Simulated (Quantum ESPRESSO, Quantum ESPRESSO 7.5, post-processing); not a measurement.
# Pt(100), 5 layers: test of the smearing

Aim: how far one choice must go before the vacuum level and the energy of Pt(100), 5 layers stand still, and what it costs.

Program: Quantum ESPRESSO 7.5. Level of theory: plane-wave DFT, PBE, SSSP efficiency pseudopotentials. Results are calculated unless marked as measured.

Report form: the programs' logs are mostly left out.

## (1) Set-up

The cell holds 5 atoms: 5 Pt. Cell: a = 2.772 Å, b = 2.772 Å, c = 23.840 Å, α = 90.0°, β = 90.0°, γ = 90.0°. It derives from Pt. Vacuum lies along c.

Coordinates:

```cif
data_structure
_symmetry_space_group_name_H-M 'P 1'
_symmetry_Int_Tables_number 1
_cell_length_a 2.7719
_cell_length_b 2.7719
_cell_length_c 23.8400
_cell_angle_alpha 90.000
_cell_angle_beta 90.000
_cell_angle_gamma 90.000
_cell_volume 183.17
loop_
_atom_site_label
_atom_site_type_symbol
_atom_site_fract_x
_atom_site_fract_y
_atom_site_fract_z
_atom_site_occupancy
Pt1 Pt 0.00000 0.00000 0.83557 1
Pt2 Pt 0.50000 0.50000 0.91779 1
Pt3 Pt 0.00000 0.00000 0.00000 1
Pt4 Pt 0.50000 0.50000 0.08221 1
Pt5 Pt 0.00000 0.00000 0.16443 1
```

## (2) Ground state: mv smearing, 0.01 Ry

The first run is the reference of the series.

File c0.in:

```
&control
  prefix = 'c0'
  outdir = './out'
  pseudo_dir = './pseudo'
  calculation = 'scf'
  tprnfor = .true.
/
&system
  ibrav = 0
  nat = 5
  ntyp = 1
  ecutwfc = 45
  ecutrho = 360
  occupations = 'smearing'
  smearing = 'mv'
  degauss = 0.01
  assume_isolated = 'esm'
  esm_bc = 'bc1'
/
&electrons
  conv_thr = 1e-07
  mixing_beta = 0.4
  electron_maxstep = 120
  mixing_mode = 'local-TF'
/
ATOMIC_SPECIES
  Pt  195.0840  pt_pbe_v1.4.uspp.F.UPF
CELL_PARAMETERS angstrom
  2.77185858225127 0.00000000000000 0.00000000000000
  0.00000000000000 2.77185858225127 0.00000000000000
  0.00000000000000 0.00000000000000 23.84000000000000
ATOMIC_POSITIONS crystal
  Pt  0.000000000000 0.000000000000 -0.164429530201
  Pt  0.500000000000 0.500000000000 -0.082214765101
  Pt  0.000000000000 0.000000000000 0.000000000000
  Pt  0.500000000000 0.500000000000 0.082214765101
  Pt  0.000000000000 0.000000000000 0.164429530201
K_POINTS automatic
  12 12 1 0 0 0
```

Launch:

```sh
> OMP_NUM_THREADS=1 mpirun -n 4 pw.x -nk 4 -in c0.in > c0.out
```

The job ended after 2 min (4 MPI ranks of Arm Neoverse V1, shared host; peak memory 0.99 GiB; 8.1 min of CPU time).

Numbers from this step:

```
free energy                                                    : -14331.5455 eV
Fermi energy                                                   : -5.713 eV
vacuum line at the lower end of the cell, over the Fermi level : 5.713 eV
vacuum line at the upper end of the cell, over the Fermi level : 5.713 eV
```

Electrostatic potential energy of an electron; zero at the Fermi level. The potential energy, planar mean by z:

```csv
z (Å),"potential energy, planar mean (eV)"
-11.5,5.71
-11.0,5.71
-10.5,5.71
-10.0,5.71
-9.5,5.71
-9.0,5.71
-8.5,5.71
-8.0,5.71
-7.5,5.71
-7.0,5.70
-6.5,5.66
-6.0,5.52
-5.5,4.93
-5.0,2.46
-4.5,-8.37
-4.0,-20.6
-3.5,-14.4
-3.0,-2.47
-2.5,-11.0
-2.0,-21.2
-1.5,-13.8
-1.0,-2.68
-0.5,-12.6
0.0,-21.4
0.5,-12.6
1.0,-2.68
1.5,-13.8
2.0,-21.2
2.5,-11.0
3.0,-2.47
3.5,-14.4
4.0,-20.6
4.5,-8.37
5.0,2.46
5.5,4.93
6.0,5.52
6.5,5.66
7.0,5.70
7.5,5.71
8.0,5.71
8.5,5.71
9.0,5.71
9.5,5.71
10.0,5.71
10.5,5.71
11.0,5.71
11.5,5.71
```

The program's own clock; routines nest. Time by routine:

```
     routine  wall time (s)  calls
       PWSCF          121.6      1
   electrons          118.6      1
     c_bands          98.05     19
     cegterg          83.99    133
       h_psi          52.94   1421
        fftw          44.72  47204
    vloc_psi          42.05   1421
    sum_band          10.51     19
      calbec           7.15   1582
     mix_rho              6     19
  add_vuspsi           5.39   1421
h_psi:calbec            5.3   1421
       s_psi           5.25   1421
        ffts            3.8   2149
```

The vacuum levels are read from the outermost 0.7 Å of the cell on either side.

The run needed 19 iterations to bring the estimated error under 1e-07 Ry; the largest force on any atom, held or free, is 0.24 eV/Å.

Inside the slab this potential holds the local part of the pseudopotentials, which can be repulsive at the nuclei; only its value in the vacuum has a meaning of its own.

## (3) Self-consistent run: mv smearing, 0.02 Ry

c1.in, as its differences from the input of step 2:

```diff
@@ -1,3 +1,3 @@
 &control
-  prefix = 'c0'
+  prefix = 'c1'
   outdir = './out'
@@ -15,3 +15,3 @@
   smearing = 'mv'
-  degauss = 0.01
+  degauss = 0.02
   assume_isolated = 'esm'
```

Launch:

```sh
> OMP_NUM_THREADS=1 mpirun -n 4 pw.x -nk 4 -in c1.in > c1.out
```

Wall time 2.5 min (4 MPI ranks); peak memory 0.99 GiB.

Read from the output:

| Item | Value |
| --- | --- |
| free energy | -14331.5405 eV |
| Fermi energy | -5.694 eV |
| vacuum line at the lower end of the cell, over the Fermi level | 5.694 eV |
| vacuum line at the upper end of the cell, over the Fermi level | 5.694 eV |

The program's own clock; routines nest. Time by routine:

```
     routine  wall time (s)  calls
       PWSCF          149.4      1
   electrons          146.4      1
     c_bands          122.5     22
     cegterg          107.9    154
       h_psi          67.64   1459
        fftw          56.67  60026
    vloc_psi          53.98   1459
    sum_band          12.14     22
      calbec           8.77   1641
     mix_rho           7.17     22
  add_vuspsi           6.72   1459
h_psi:calbec            6.7   1459
       s_psi           6.59   1459
        ffts           4.53   2570
```

Counted from each run's own zero (the Fermi level), the vacuum level differs from the first run's by -19 meV.

## (4) Self-consistent run: mv smearing, 0.04 Ry

c2.in, as its differences from the input of step 3:

```diff
@@ -1,3 +1,3 @@
 &control
-  prefix = 'c1'
+  prefix = 'c2'
   outdir = './out'
@@ -15,3 +15,3 @@
   smearing = 'mv'
-  degauss = 0.02
+  degauss = 0.04
   assume_isolated = 'esm'
```

Launch:

```sh
> OMP_NUM_THREADS=1 mpirun -n 4 pw.x -nk 4 -in c2.in > c2.out
```

The job ended after 2.3 min (4 MPI ranks; peak memory 0.99 GiB).

This step gave:

```
free energy                                                    : -14331.5339 eV
Fermi energy                                                   : -5.686 eV
vacuum line at the lower end of the cell, over the Fermi level : 5.686 eV
vacuum line at the upper end of the cell, over the Fermi level : 5.686 eV
```

The program's own clock; routines nest. Time by routine:

```
     routine  wall time (s)  calls
       PWSCF          139.7      1
   electrons          136.7      1
     c_bands          113.8     21
     cegterg          100.2    147
       h_psi          62.84   1480
        fftw          52.72  55942
    vloc_psi          50.13   1480
    sum_band          11.67     21
      calbec           8.21   1655
     mix_rho           6.77     21
  add_vuspsi           6.28   1480
h_psi:calbec           6.22   1480
       s_psi           6.16   1480
        ffts           4.28   2431
```

Counted from each run's own zero (the Fermi level), the vacuum level differs from the first run's by -27 meV.

## (5) Ground state: mp smearing, 0.02 Ry

c3.in, as its differences from the input of step 4:

```diff
@@ -1,3 +1,3 @@
 &control
-  prefix = 'c2'
+  prefix = 'c3'
   outdir = './out'
@@ -14,4 +14,4 @@
   occupations = 'smearing'
-  smearing = 'mv'
-  degauss = 0.04
+  smearing = 'mp'
+  degauss = 0.02
   assume_isolated = 'esm'
```

Launch:

```sh
> OMP_NUM_THREADS=1 mpirun -n 4 pw.x -nk 4 -in c3.in > c3.out
```

Wall time 2.1 min (4 MPI ranks); peak memory 0.99 GiB; 8.4 min of CPU time.

This step gave:

```
free energy                                                    : -14331.5520 eV
Fermi energy                                                   : -5.695 eV
vacuum line at the lower end of the cell, over the Fermi level : 5.695 eV
vacuum line at the upper end of the cell, over the Fermi level : 5.695 eV
```

The program's own clock; routines nest. Time by routine:

```
     routine  wall time (s)  calls
       PWSCF          125.7      1
   electrons          122.7      1
     c_bands          100.8     20
     cegterg          87.11    140
       h_psi          55.15   1446
        fftw           46.8  49278
    vloc_psi          43.88   1446
    sum_band          11.06     20
      calbec           7.42   1614
     mix_rho           6.59     20
  add_vuspsi           5.57   1446
h_psi:calbec            5.5   1446
       s_psi           5.44   1446
        ffts           4.17   2360
```

Counted from each run's own zero (the Fermi level), the vacuum level differs from the first run's by -18 meV.

## (6) Self-consistent run: gaussian smearing, 0.01 Ry

c4.in, as its differences from the input of step 5:

```diff
@@ -1,3 +1,3 @@
 &control
-  prefix = 'c3'
+  prefix = 'c4'
   outdir = './out'
@@ -14,4 +14,4 @@
   occupations = 'smearing'
-  smearing = 'mp'
-  degauss = 0.02
+  smearing = 'gaussian'
+  degauss = 0.01
   assume_isolated = 'esm'
```

Launch:

```sh
> OMP_NUM_THREADS=1 mpirun -n 4 pw.x -nk 4 -in c4.in > c4.out
```

The job ended after 2 min (4 MPI ranks; peak memory 1 GiB).

This step gave:

| Quantity | Value |
| --- | --- |
| free energy | -14331.5898 eV |
| energy at zero smearing | -14331.5515 eV |
| Fermi energy | -5.696 eV |
| vacuum line at the lower end of the cell, over the Fermi level | 5.696 eV |
| vacuum line at the upper end of the cell, over the Fermi level | 5.696 eV |

The program's own clock; routines nest. Time by routine:

```
     routine  wall time (s)  calls
       PWSCF            117      1
   electrons            114      1
     c_bands          94.59     18
     cegterg          81.24    126
       h_psi           51.2   1378
        fftw          43.22  45416
    vloc_psi          40.69   1378
    sum_band           9.97     18
      calbec           6.88   1532
     mix_rho           5.59     18
  add_vuspsi           5.19   1378
h_psi:calbec           5.13   1378
       s_psi           5.06   1378
        ffts           3.53   2004
```

Counted from each run's own zero (the Fermi level), the vacuum level differs from the first run's by -18 meV.

## (7) SCF with pw.x: gaussian smearing, 0.03 Ry

c5.in, as its differences from the input of step 6:

```diff
@@ -1,3 +1,3 @@
 &control
-  prefix = 'c4'
+  prefix = 'c5'
   outdir = './out'
@@ -15,3 +15,3 @@
   smearing = 'gaussian'
-  degauss = 0.01
+  degauss = 0.03
   assume_isolated = 'esm'
```

Launch:

```sh
> OMP_NUM_THREADS=1 mpirun -n 4 pw.x -nk 4 -in c5.in > c5.out
```

The job ended after 2.3 min (4 MPI ranks; peak memory 0.99 GiB).

This step gave:

- free energy: -14331.8922 eV
- energy at zero smearing: -14331.5734 eV
- Fermi energy: -5.650 eV
- vacuum line at the lower end of the cell, over the Fermi level: 5.650 eV
- vacuum line at the upper end of the cell, over the Fermi level: 5.650 eV

The program's own clock; routines nest. Time by routine:

| routine | wall time (s) | calls |
| --- | --- | --- |
| PWSCF | 140.4 | 1 |
| electrons | 137.4 | 1 |
| c_bands | 114.8 | 21 |
| cegterg | 99.75 | 147 |
| h_psi | 62.55 | 1473 |
| fftw | 52.46 | 55928 |
| vloc_psi | 49.83 | 1473 |
| sum_band | 11.57 | 21 |
| calbec | 8.2 | 1648 |
| mix_rho | 6.64 | 21 |
| add_vuspsi | 6.3 | 1473 |
| h_psi:calbec | 6.21 | 1473 |
| s_psi | 6.15 | 1473 |
| ffts | 4.2 | 2393 |

Counted from each run's own zero (the Fermi level), the vacuum level differs from the first run's by -63 meV.

## (8) Self-consistent run: fd smearing, 0.002 Ry

c6.in, as its differences from the input of step 7:

```diff
@@ -1,3 +1,3 @@
 &control
-  prefix = 'c5'
+  prefix = 'c6'
   outdir = './out'
@@ -14,4 +14,4 @@
   occupations = 'smearing'
-  smearing = 'gaussian'
-  degauss = 0.03
+  smearing = 'fd'
+  degauss = 0.002
   assume_isolated = 'esm'
```

Launch:

```sh
> OMP_NUM_THREADS=1 mpirun -n 4 pw.x -nk 4 -in c6.in > c6.out
```

The job ended after 2.1 min (4 MPI ranks; peak memory 1 GiB; 8.2 min of CPU time).

Numbers from this step:

* free energy: -14331.5643 eV
* energy at zero smearing: -14331.5562 eV
* Fermi energy: -5.712 eV
* vacuum line at the lower end of the cell, over the Fermi level: 5.712 eV
* vacuum line at the upper end of the cell, over the Fermi level: 5.712 eV

The program's own clock; routines nest. Time by routine:

| routine | wall time (s) | calls |
| --- | --- | --- |
| PWSCF | 122.8 | 1 |
| electrons | 119.8 | 1 |
| c_bands | 98.22 | 20 |
| cegterg | 84.45 | 140 |
| h_psi | 53.79 | 1323 |
| fftw | 45.71 | 48540 |
| vloc_psi | 42.82 | 1323 |
| sum_band | 10.99 | 20 |
| calbec | 7.29 | 1491 |
| mix_rho | 6.4 | 20 |
| add_vuspsi | 5.42 | 1323 |
| h_psi:calbec | 5.37 | 1323 |
| s_psi | 5.3 | 1323 |
| ffts | 4.06 | 2312 |

Counted from each run's own zero (the Fermi level), the vacuum level differs from the first run's by -1 meV.

## (9) Ground state: fd smearing, 0.01 Ry

c7.in, as its differences from the input of step 8:

```diff
@@ -1,3 +1,3 @@
 &control
-  prefix = 'c6'
+  prefix = 'c7'
   outdir = './out'
@@ -15,3 +15,3 @@
   smearing = 'fd'
-  degauss = 0.002
+  degauss = 0.01
   assume_isolated = 'esm'
```

Launch:

```sh
> OMP_NUM_THREADS=1 mpirun -n 4 pw.x -nk 4 -in c7.in > c7.out
```

It took 2.2 min on 4 MPI ranks; peak memory 0.99 GiB.

Numbers from this step:

```
free energy                                                    : -14331.8013 eV
energy at zero smearing                                        : -14331.5641 eV
Fermi energy                                                   : -5.659 eV
vacuum line at the lower end of the cell, over the Fermi level : 5.659 eV
vacuum line at the upper end of the cell, over the Fermi level : 5.659 eV
```

The program's own clock; routines nest. Time by routine:

```
     routine  wall time (s)  calls
       PWSCF          134.4      1
   electrons          131.4      1
     c_bands          108.6     21
     cegterg          94.56    147
       h_psi          59.68   1408
        fftw          50.32  52598
    vloc_psi          47.44   1408
    sum_band           11.6     21
      calbec           8.07   1583
     mix_rho           6.76     21
  add_vuspsi           6.03   1408
h_psi:calbec           6.01   1408
       s_psi           5.92   1408
        ffts           4.26   2413
```

Counted from each run's own zero (the Fermi level), the vacuum level differs from the first run's by -54 meV.

## (10) SCF with pw.x: fd smearing, 0.03 Ry

c8.in, as its differences from the input of step 9:

```diff
@@ -1,3 +1,3 @@
 &control
-  prefix = 'c7'
+  prefix = 'c8'
   outdir = './out'
@@ -15,3 +15,3 @@
   smearing = 'fd'
-  degauss = 0.01
+  degauss = 0.03
   assume_isolated = 'esm'
```

Launch:

```sh
> OMP_NUM_THREADS=1 mpirun -n 4 pw.x -nk 4 -in c8.in > c8.out
```

The job ended after 2.1 min (4 MPI ranks; peak memory 0.7 GiB).

Read from the output:

```
free energy                                                    : -14333.3534 eV
energy at zero smearing                                        : -14331.8020 eV
Fermi energy                                                   : -5.529 eV
vacuum line at the lower end of the cell, over the Fermi level : 5.529 eV
vacuum line at the upper end of the cell, over the Fermi level : 5.529 eV
```

The program's own clock; routines nest. Time by routine:

| routine | wall time (s) | calls |
| --- | --- | --- |
| PWSCF | 125.6 | 1 |
| electrons | 122.6 | 1 |
| c_bands | 101.1 | 20 |
| cegterg | 89.54 | 140 |
| h_psi | 57.09 | 1402 |
| fftw | 48.55 | 51104 |
| vloc_psi | 45.82 | 1402 |
| sum_band | 10.97 | 20 |
| calbec | 7.36 | 1570 |
| mix_rho | 6.29 | 20 |
| add_vuspsi | 5.55 | 1402 |
| h_psi:calbec | 5.52 | 1402 |
| s_psi | 5.42 | 1402 |
| ffts | 3.98 | 2248 |

Counted from each run's own zero (the Fermi level), the vacuum level differs from the first run's by -184 meV.

## (11) The series side by side

All levels:

```csv
level,vacuum level over the Fermi level (eV),its change from the first (meV),energy from the first (meV an atom),SCF iterations,wall time (s),peak memory (GiB),CPU time (s)
"mv smearing, 0.01 Ry",5.713,0,0,19,122.4,0.99,488.2
"mv smearing, 0.02 Ry",5.694,-18.6,1.005,22,149.9,0.99,599.4
"mv smearing, 0.04 Ry",5.686,-27.2,2.313,21,140.2,0.99,560.5
"mp smearing, 0.02 Ry",5.695,-18,-1.292,20,126.2,0.99,504.5
"gaussian smearing, 0.01 Ry",5.696,-17.5,-1.2,18,117.5,1,469.6
"gaussian smearing, 0.03 Ry",5.65,-62.9,-5.575,21,140.9,0.99,563.3
"fd smearing, 0.002 Ry",5.712,-1.2,-2.147,20,123.3,1.01,493
"fd smearing, 0.01 Ry",5.659,-54.4,-3.721,21,134.9,0.99,539.5
"fd smearing, 0.03 Ry",5.529,-183.5,-51.31,20,126.1,0.7,504
```

## (12) What came out

| Quantity | Value |
| --- | --- |
| vacuum level over the Fermi level, mv smearing, 0.01 Ry | 5.713 eV |
| widest smearing within 20 meV of the first | mv smearing, 0.02 Ry: -19 meV |
| setting with the largest shift of the level | fd smearing, 0.03 Ry: -184 meV |

In words: The widest smearing within 20 meV of the first is mv smearing, 0.02 Ry: -19 meV. Over the series the energy moves by up to 51.3 meV an atom and the vacuum level by up to 184 meV. Energies are compared after the usual extrapolation to zero width for Gaussian and Fermi-Dirac smearing, and as printed for mv and mp. The mesh was not varied: narrow widths need more k-points than wide ones, so they want a mesh test of their own. Equal degauss is not equal width: Fermi-Dirac tails reach much further, and 0.03 Ry is an electron temperature of 4,700 K, which shifts the chemical potential and the surface dipole. The cost is much the same throughout. The times come from a shared host and are rough. Peak memory is sampled during the run and can miss the peak. The geometry is as built, not relaxed.

[Logs are printed without paths, hosts, clocks, repeated set-up lines and the standing remarks that a program may print on its own settings, such as how far it seeks lower states.]

[Hosts, paths, dates, database ids (printed as entryN), source tags and the programs' standing remarks are cut or masked in the printed files.]

[Maps of the electrostatic potential energy from Ansatz leave out the sawtooth potential of an applied field or a dipole correction, so their vacuum need not be flat; planar profiles and work functions include it.]
